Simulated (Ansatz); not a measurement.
An input for Ansatz 0.2.0 (MgH2 (P4_2/mnm)):

```yaml
crystal:
  lattice:
    - [4.5168, 0.0, 0.0]
    - [0.0, 4.5168, 0.0]
    - [0.0, 0.0, 3.0205]
  atoms:
    - { symbol: Mg, position: [0.0, 0.0, 0.0] }
    - { symbol: Mg, position: [0.5, 0.5, 0.5] }
    - { symbol: H, position: [0.306, 0.306, 0.0] }
    - { symbol: H, position: [0.194, 0.806, 0.5] }
    - { symbol: H, position: [0.694, 0.694, 0.0] }
    - { symbol: H, position: [0.806, 0.194, 0.5] }
kpoints:
  mp_grid: { grid: [4, 4, 4] }
hamiltonian:
  xc: pbe
  pseudopotentials: { kind: paw, source: ansatz }
scf:
  occupations: { method: fixed }
gw:
  n_empty_bands: 139
  ecut_chi: 100
  qp_bands: [v2, c2]
  qp_kpoints: band_edges
  screening: { model: contour_deformation }
```

```sh
ansatz run input.yaml --threads 2 --pin off --max-ram 92160MiB --backend cuda --events-out ev --progress --plain --runs-dir out --devices 1 --max-vram 13GiB
```

Estimate wall time and host memory on 1 × NVIDIA H100 80GB HBM3 (shared by 6 runs) with 2 threads of AMD EPYC 7R13 (Zen 3), shared host.

It took 24 s; on shared hardware allow 12 s to 48 s. Peak host memory was 1.2 GiB. The sizes that set the cost: 3153 plane waves a state, 18 irreducible k points, 151 bands summed, 145 plane waves in the screening and 6 SCF cycles.

The screening grows as filled bands × empty bands × pairs of k points, times the square of the screening basis for the matrix.

[Paths, hosts, dates, memory and timing lines, banners, echoed tables and standing remarks are left out of the program output.]

[Logs are printed without paths, hosts, clocks, repeated set-up lines and the standing remarks that a program may print on its own settings, such as how far it seeks lower states.]

[Runs of the session that timed out or met a known fault of the program may be left out.]

[Cells called generated may have been cut or substituted from an entry of the Crystallography Open Database or the Materials Project.]

[Hosts, paths, dates, database ids (printed as entryN), source tags and the programs' standing remarks are cut or masked in the printed files.]
